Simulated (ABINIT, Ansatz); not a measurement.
# TaBe (Pm-3m): phonons by linear response, part 2 of 4

Aim: the phonon dispersion of TaBe (Pm-3m), checked by a second program.

ABINIT 10.8.3; DFT PBEsol, scalar-relativistic, plane waves, PseudoDojo norm-conserving pseudopotentials.

So far. Step 4 (Relaxation): The volume changes by -0.5 % in this run and stands +5.9 % from the first cell. Step 5 (Self-consistent run for the response): The cell stands at -0.51 GPa: the relaxation ran with a smoothed and higher cutoff, and the difference is a stress of the finite basis. The relaxed cell has a = 2.968 Å (conventional setting).

The structure was built from a prototype and need not be the compound's stable phase.

### 6. Zone-centre response

At q = 0 one unit cell holds all displacements. The response is solved for single atoms along the cell's directions, and symmetry skips those that follow from others. The crystal is treated as a metal, which screens a static field, so no field response is asked.

The input, dfpt_gamma.abi:

```

# common to the responses
getwfk_filepath "gso_WFK"
kptopt 2
nqpt 1
qpt 0.0 0.0 0.0
asr 0
chneut 0

# displacements
rfphon 1
rfatpol 1 2
rfdir 1 1 1
tolvrs 1.0d-10
prtwf 0
prtpot 1

# basis, mesh and filling
ecut 38.0
ngkpt 8 8 8
nshiftk 1
shiftk 0.0 0.0 0.0
istwfk *1
occopt 7
tsmear 0.01
nband 15
nstep 100
diemac 1000000.0
prtebands 0
prtgsr 0
useylm 1

# cell and atoms
acell 3*1.0 Angstrom
rprim 
    2.968075159 0.0 0.0
    0.0 2.968075159 0.0
    0.0 0.0 2.968075159
ntypat 2
znucl 4 73
natom 2
typat 1 2
xred 
    0.0 0.0 0.0
    0.5 0.5 0.5
pp_dirpath "./pseudo"
pseudos "Be.upf, Ta.upf"
```

Started as:

```bash
> OMP_NUM_THREADS=1 mpirun -n 4 abinit dfpt_gamma.abi > dfpt_gamma.log
```

Numbers of over 12 decimals in the logs are rounded to 6 here.

dfpt_gamma.abo, the main output file:

```text
[banners, grids, parts of the stress and lines that vanish by symmetry left out]
- input  file    -> dfpt_gamma.abi
- output file    -> dfpt_gamma.abo
- root for input  files -> dfpt_gammai
- root for output files -> dfpt_gammao

 Symmetries : space group Pm -3 m (#221); Bravais cP (primitive cubic)
================================================================================
 Values of the parameters that define the memory need of the present run (RF).
     intxc =       0      iscf =       7    lmnmax =      32     lnmax =       8
     mgfft =      32  mpssoang =       4    mqgrid =    3001     natom =       2
  nloc_mem =       1    nspden =       1   nspinor =       1    nsppol =       1
      nsym =      48    n1xccc =    2501    ntypat =       2    occopt =       7
   xclevel =       2
-    mband =          15        mffmem =           1         mkmem =          65
-   mkqmem =          65        mk1mem =          65           mpw =        2000
      nfft =       32768          nkpt =         260
- my_mband =          15
================================================================================
================================================================================

--------------------------------------------------------------------------------
------------- Echo of variables that govern the present computation ------------
--------------------------------------------------------------------------------
-
- outvars: echo of selected default values
-   iomode0 =  0 , fftalg0 =312 , wfoptalg0 =  0
-
- outvars: echo of global parameters not present in the input file
-  max_nthreads =    1
-
 -outvars: echo values of preprocessed input variables
 [... echo left out ...]
================================================================================

 chkinp: Checking input parameters for consistency.

[...]
== DATASET  1 ==================================================================
-   mpi_nproc: 4, omp_nthreads: 1 (-1 if OMP is not activated)

--- !DatasetInfo
iteration_state: {dtset: 1, }
dimensions: {natom: 2, nkpt: 260, mband: 15, nsppol: 1, nspinor: 1, nspden: 1, mpw: 2000, }
cutoff_energies: {ecut:  38.0, pawecutdg:  -1.0, }
electrons: {nelect:   1.70000000E+01, charge:   0.00000000E+00, occopt:   7.00000000E+00, tsmear:   1.00000000E-02, }
meta: {optdriver: 1, rfphon: 1, }
...

 mkfilename: getwfk from: gso_WFK

 Real(R)+Recip(G) space primitive vectors, cartesian coordinates (Bohr,Bohr^-1):
 R(1)=  5.6088492  0.0000000  0.0000000  G(1)=  0.1782897  0.0000000  0.0000000
 R(2)=  0.0000000  5.6088492  0.0000000  G(2)=  0.0000000  0.1782897  0.0000000
 R(3)=  0.0000000  0.0000000  5.6088492  G(3)=  0.0000000  0.0000000  0.1782897
 Unit cell volume ucvol=  1.7644985E+02 bohr^3
 Angles (23,13,12)=  9.00000000E+01  9.00000000E+01  9.00000000E+01 degrees
 setup1 : take into account q-point for computing boxcut.

 getcut: wavevector=  0.0000  0.0000  0.0000  ngfft=  32  32  32
         ecut(hartree)=     38.000   => boxcut(ratio)=   2.05598

--- Pseudopotential description ------------------------------------------------
- pspini: atom type   1  psp file is ./pseudo/Be.upf

- pspini: atom type   2  psp file is ./pseudo/Ta.upf

   4.34702278E+02                                ecore*ucvol(ha*bohr**3)
--------------------------------------------------------------------------------

 ==>  initialize data related to q vector <==

 The list of irreducible perturbations for this q vector is:
    1)    idir= 1    ipert=   1
    2)    idir= 1    ipert=   2

[...]
The perturbation idir=   2  ipert=   1 is
 symmetric of a previously calculated perturbation.
 So, its SCF calculation is not needed.

 The perturbation idir=   3  ipert=   1 is
 symmetric of a previously calculated perturbation.
 So, its SCF calculation is not needed.

 The perturbation idir=   2  ipert=   2 is
 symmetric of a previously calculated perturbation.
 So, its SCF calculation is not needed.

 The perturbation idir=   3  ipert=   2 is
 symmetric of a previously calculated perturbation.
 So, its SCF calculation is not needed.

--------------------------------------------------------------------------------
 Perturbation wavevector (in red.coord.)   0.000000  0.000000  0.000000
 Perturbation : displacement of atom   1   along direction   1
 Found     8 symmetries that leave the perturbation invariant.

[...]
dfpt_looppert : total number of electrons, from k and k+q
  fully or partially occupied states are    1.700000E+01 and    1.700000E+01.
 Initialisation of the first-order wave-functions :
  ireadwf=   0

--- !BeginCycle
iteration_state: {dtset: 1, }
solver: {iscf: 7, nstep: 100, nline: 4, wfoptalg: 0, }
tolerances: {tolvrs: 1.00E-10, }
...

     iter   2DEtotal(Ha)        deltaE(Ha) residm    vres2
-ETOT  1   3.837751     -2.527E+03 5.239E+01 1.614E+03
 ETOT  2   2.572910     -1.265E+00 4.826E-02 2.265E+01
 ETOT  3   2.564099     -8.811E-03 2.842E-03 4.436E-01
 ETOT  4   2.563868     -2.305E-04 9.379E-05 7.251E-03
 ETOT  5   2.563864     -4.211E-06 3.490E-06 7.928E-06
[...]
At SCF step    8       vres2   =  1.07E-12 < tolvrs=  1.00E-10 =>converged.
[...]
Mean square residual over all n,k,spin=   91.051E-14; max=  76.260E-11

 Thirteen components of 2nd-order total energy (hartree) are
 1,2,3: 0th-order hamiltonian combined with 1st-order wavefunctions
     kin0=   2.23352222E+03 eigvalue=   8.82291339E+02  local=  -5.13642382E+02
 4,5,6: 1st-order hamiltonian combined with 1st and 0th-order wfs
 loc psp =  -8.90827017E+02  Hartree=   4.20531324E+02     xc=  -1.85622684E+02
 note that "loc psp" includes a xc core correction that could be resolved
 7,8,9: eventually, occupation + non-local contributions
    edocc=   1.16529529E+02     enl0=  -4.25498624E+02   enl1=  -4.16539444E+03
 1-9 gives the relaxation energy (to be shifted if some occ is /=2.0)
   erelax=  -2.52811073E+03
 10,11,12 Non-relaxation  contributions : frozen-wavefunctions and Ewald
 fr.local=   4.04578521E+02 fr.nonlo=   2.08726153E+03  Ewald=   3.88345423E+01
 13,14 Frozen wf xc core corrections (1) and (2)
 frxc 1  =   0.00000000E+00  frxc 2 =   0.00000000E+00
 Resulting in :
 2DEtotal=    0.2563863920E+01 Ha. Also 2DEtotal=    0.697662914226E+02 eV
    (2DErelax=   -2.5281107263E+03 Ha. 2DEnonrelax=    2.5306745902E+03 Ha)
    (  non-var. 2DEtotal :    2.5638638122E+00 Ha)

[...]
Perturbation wavevector (in red.coord.)   0.000000  0.000000  0.000000
 Perturbation : displacement of atom   2   along direction   1
 Found     8 symmetries that leave the perturbation invariant.

--------------------------------------------------------------------------------

--------------------------------------------------------------------------------

 dfpt_looppert : total number of electrons, from k and k+q
  fully or partially occupied states are    1.700000E+01 and    1.700000E+01.
 Initialisation of the first-order wave-functions :
  ireadwf=   0

--- !BeginCycle
iteration_state: {dtset: 1, }
solver: {iscf: 7, nstep: 100, nline: 4, wfoptalg: 0, }
tolerances: {tolvrs: 1.00E-10, }
...

     iter   2DEtotal(Ha)        deltaE(Ha) residm    vres2
-ETOT  1   2.881069     -1.354E+03 5.130E+00 5.271E+02
[...]
ETOT  7   2.547666     -1.182E-11 1.241E-07 2.454E-10
 ETOT  8   2.547666      1.683E-11 2.796E-09 3.133E-11

 At SCF step    8       vres2   =  3.13E-11 < tolvrs=  1.00E-10 =>converged.
[...]
Mean square residual over all n,k,spin=   56.291E-13; max=  27.965E-10

 Thirteen components of 2nd-order total energy (hartree) are
 1,2,3: 0th-order hamiltonian combined with 1st-order wavefunctions
     kin0=   7.60634550E+02 eigvalue=   8.51976992E+01  local=  -5.01534814E+02
 4,5,6: 1st-order hamiltonian combined with 1st and 0th-order wfs
 loc psp =  -1.87341182E+03  Hartree=   4.28633982E+02     xc=  -8.27498475E+01
 note that "loc psp" includes a xc core correction that could be resolved
 7,8,9: eventually, occupation + non-local contributions
    edocc=   2.63702619E+02     enl0=   4.00435163E+02   enl1=  -8.35226883E+02
 1-9 gives the relaxation energy (to be shifted if some occ is /=2.0)
   erelax=  -1.35431935E+03
 10,11,12 Non-relaxation  contributions : frozen-wavefunctions and Ewald
 fr.local=   8.65544942E+02 fr.nonlo=   4.17360148E+02  Ewald=   3.88345423E+01
 13,14 Frozen wf xc core corrections (1) and (2)
 frxc 1  =  -1.38471358E+02  frxc 2 =   1.73598744E+02
 Resulting in :
 2DEtotal=    0.2547666091E+01 Ha. Also 2DEtotal=    0.693255260226E+02 eV
    (2DErelax=   -1.3543193521E+03 Ha. 2DEnonrelax=    1.3568670182E+03 Ha)
    (  non-var. 2DEtotal :    2.5476659040E+00 Ha)

[...]
---- first-order wavefunction calculations are completed ----

 ==> Compute Derivative Database <==

 [... matrices left out ...]
  Phonon wavevector (reduced coordinates) :  0.00000  0.00000  0.00000
 Phonon energies in Hartree :
   3.255008E-05  3.255008E-05  3.255008E-05  2.281517E-03  2.281517E-03
   2.281517E-03
 Phonon frequencies in cm-1    :
-  7.143917E+00  7.143917E+00  7.143917E+00  5.007352E+02  5.007352E+02
-  5.007352E+02

== END DATASET(S) ==============================================================
================================================================================

 -outvars: echo values of variables after computation
            acell      1.8897261259E+00  1.8897261259E+00  1.8897261259E+00 Bohr
           etotal      2.5476660908E+00
            fcart      0.0000000000E+00  0.0000000000E+00  0.0000000000E+00
           strten      0.0000000000E+00  0.0000000000E+00  0.0000000000E+00
================================================================================
```

Run time: 17 s. Hardware: 4 MPI ranks of Arm Neoverse V2, shared host.

Read from the output:

```yaml
largest_acoustic_frequency_at_the_zone_centre_before_the_sum_rule: 7.14 cm⁻¹
highest_optical_zone_centre_mode_no_lo_to_term: 500.7 cm⁻¹
lowest_optical_zone_centre_mode: 500.7 cm⁻¹
```

The acoustic modes at Γ come out as far as 7.1 cm⁻¹ from zero, where they should vanish, a small numerical error.

### 7. Phonons on a q mesh

Linear response treats each wavevector of the 4×4×4 mesh in the unit cell; the first-order potentials are kept for the electron-phonon matrix elements.

The input, dfpt_q.abi:

```
ndtset 9

# wavevectors
qpt1 0.25 0.0 0.0
qpt2 0.5 0.0 0.0
qpt3 0.25 0.25 0.0
qpt4 0.5 0.25 0.0
qpt5 0.5 0.5 0.0
qpt6 0.25 0.25 0.25
qpt7 0.5 0.25 0.25
qpt8 0.5 0.5 0.25
qpt9 0.5 0.5 0.5

# displacements
getwfk_filepath "gso_WFK"
getwfq_filepath "gso_WFK"
kptopt 3
nqpt 1
rfphon 1
rfatpol 1 2
rfdir 1 1 1
tolvrs 1.0d-10
prtwf 0
prtpot 1

# basis, mesh and filling
ecut 38.0
ngkpt 8 8 8
nshiftk 1
shiftk 0.0 0.0 0.0
istwfk *1
occopt 7
tsmear 0.01
nband 15
nstep 100
diemac 1000000.0
prtebands 0
prtgsr 0
useylm 1

# cell and atoms
acell 3*1.0 Angstrom
rprim 
    2.968075159 0.0 0.0
    0.0 2.968075159 0.0
    0.0 0.0 2.968075159
ntypat 2
znucl 4 73
natom 2
typat 1 2
xred 
    0.0 0.0 0.0
    0.5 0.5 0.5
pp_dirpath "./pseudo"
pseudos "Be.upf, Ta.upf"
```

Started as:

```bash
> OMP_NUM_THREADS=1 mpirun -n 4 abinit dfpt_q.abi > dfpt_q.log
```

dfpt_q.abo, the main output file:

```text
[banners, grids, parts of the stress and lines that vanish by symmetry left out]
- input  file    -> dfpt_q.abi
- output file    -> dfpt_q.abo
- root for input  files -> dfpt_qi
[...]
DATASET    1 : space group Pm -3 m (#221); Bravais cP (primitive cubic)
[...]
nfft =       32768          nkpt =         512
[...]
DATASET    2 : space group Pm -3 m (#221); Bravais cP (primitive cubic)
[...]
nfft =       32768          nkpt =         512
[...]
DATASET    3 : space group Pm -3 m (#221); Bravais cP (primitive cubic)
[...]
nfft =       32768          nkpt =         512
[...]
DATASET    4 : space group Pm -3 m (#221); Bravais cP (primitive cubic)
[...]
nfft =       32768          nkpt =         512
[...]
DATASET    8 : space group Pm -3 m (#221); Bravais cP (primitive cubic)
[...]
nfft =       32768          nkpt =         512
[...]
DATASET    9 : space group Pm -3 m (#221); Bravais cP (primitive cubic)
[...]
nfft =       32768          nkpt =         512
[...]
== DATASET  1 ==================================================================
[...]
cutoff_energies: {ecut:  38.0, pawecutdg:  -1.0, }
[...]
Perturbation : displacement of atom   1   along direction   1
[...]
-ETOT  1   29.539139166492     -2.539E+03 5.241E+01 7.150E+05
 ETOT  2   124.99798499631      9.546E+01 2.137E-01 3.445E+06
 ETOT  3   2.791274     -1.222E+02 9.564E-02 9.780E+03
 ETOT  4   2.466180     -3.251E-01 1.468E-03 2.051E+02
 ETOT  5   2.458214     -7.966E-03 9.046E-05 1.036E-01
[...]
At SCF step   11       vres2   =  1.40E-11 < tolvrs=  1.00E-10 =>converged.
[...]
Perturbation : displacement of atom   1   along direction   2
[...]
-ETOT  1   3.664031     -2.526E+03 5.239E+01 1.318E+03
[...]
At SCF step   11       vres2   =  2.20E-12 < tolvrs=  1.00E-10 =>converged.
[...]
Perturbation : displacement of atom   2   along direction   1
[...]
-ETOT  1   34.009380058597     -1.721E+03 4.363E+00 8.923E+05
[...]
At SCF step   11       vres2   =  4.21E-11 < tolvrs=  1.00E-10 =>converged.
[...]
Perturbation : displacement of atom   2   along direction   2
[...]
-ETOT  1   2.656360     -1.344E+03 3.633E+00 2.963E+02
[...]
At SCF step   11       vres2   =  1.50E-12 < tolvrs=  1.00E-10 =>converged.
[...]
Phonon wavevector (reduced coordinates) :  0.25000  0.00000  0.00000
 Phonon energies in Hartree :
[...]
Phonon frequencies in cm-1    :
-  5.790872E+01  5.790872E+01  9.465117E+01  4.869623E+02  4.869623E+02
-  4.872917E+02
[...]
== DATASET  2 ==================================================================
[...]
cutoff_energies: {ecut:  38.0, pawecutdg:  -1.0, }
[...]
- 73.00000  13.00000  180301                  znucl, zion, pspdat
[...]
Perturbation : displacement of atom   1   along direction   1
[...]
-ETOT  1   3.961083     -2.539E+03 5.241E+01 3.434E+03
[...]
At SCF step    8       vres2   =  5.48E-11 < tolvrs=  1.00E-10 =>converged.
[...]
Perturbation : displacement of atom   2   along direction   1
[...]
-ETOT  1   6.989752     -1.476E+03 3.462E+00 7.526E+03
[...]
ETOT  7   4.649964     -1.717E-10 4.008E-10 3.421E-06
 ETOT  8   4.649964     -1.241E-09 2.445E-11 4.635E-11
 At SCF step    8       vres2   =  4.63E-11 < tolvrs=  1.00E-10 =>converged.
[...]
Phonon wavevector (reduced coordinates) :  0.50000  0.50000  0.50000
 Phonon energies in Hartree :
[...]
Phonon frequencies in cm-1    :
-  1.469192E+02  1.469192E+02  1.469192E+02  4.638504E+02  4.638504E+02
-  4.638504E+02
[...]
fcart6     0.0000000000E+00  0.0000000000E+00  0.0000000000E+00
   
================================================================================
```

Wall time 22 min (4 MPI ranks); 88 min of CPU time.

This step gave:

```yaml
lowest_mode_on_the_q_mesh_acoustic_ones_at_the_zone_centre_apart: -64.67 cm⁻¹
```

Frequencies (cm⁻¹) before the sum rule at the irreducible wavevectors but Γ, which is solved apart; negative means imaginary. Frequencies by wavevector:

```tsv
q (fractions)	star	mode 1	mode 2	mode 3	mode 4	mode 5	mode 6
0.25 0 0	6	57.91	57.91	94.65	487	487	487.3
0.5 0 0	3	103.8	103.8	159	474.3	482.2	482.2
0.25 0.25 0	12	-64.67	71.64	132.9	471.2	482.4	497.9
0.5 0.25 0	12	53.31	96.49	117.3	483.5	486.5	489.1
0.5 0.5 0	3	36.69	36.69	74.55	495	495	501.9
0.25 0.25 0.25	8	71.55	71.55	116.3	474.8	474.8	484
0.5 0.25 0.25	12	59.52	116.9	135.7	461.9	480.9	485.9
0.5 0.5 0.25	6	101.9	101.9	135.4	472.5	472.5	477.2
0.5 0.5 0.5	1	146.9	146.9	146.9	463.9	463.9	463.9
```

(Part 2 of 4 ends here.)

[Host names and launcher messages were left out of these logs when they were recorded.]

[Logs are printed without paths, hosts, clocks, repeated set-up lines and the standing remarks that a program may print on its own settings, such as how far it seeks lower states.]

[Hosts, paths, dates, database ids (printed as entryN), source tags and the programs' standing remarks are cut or masked in the printed files.]
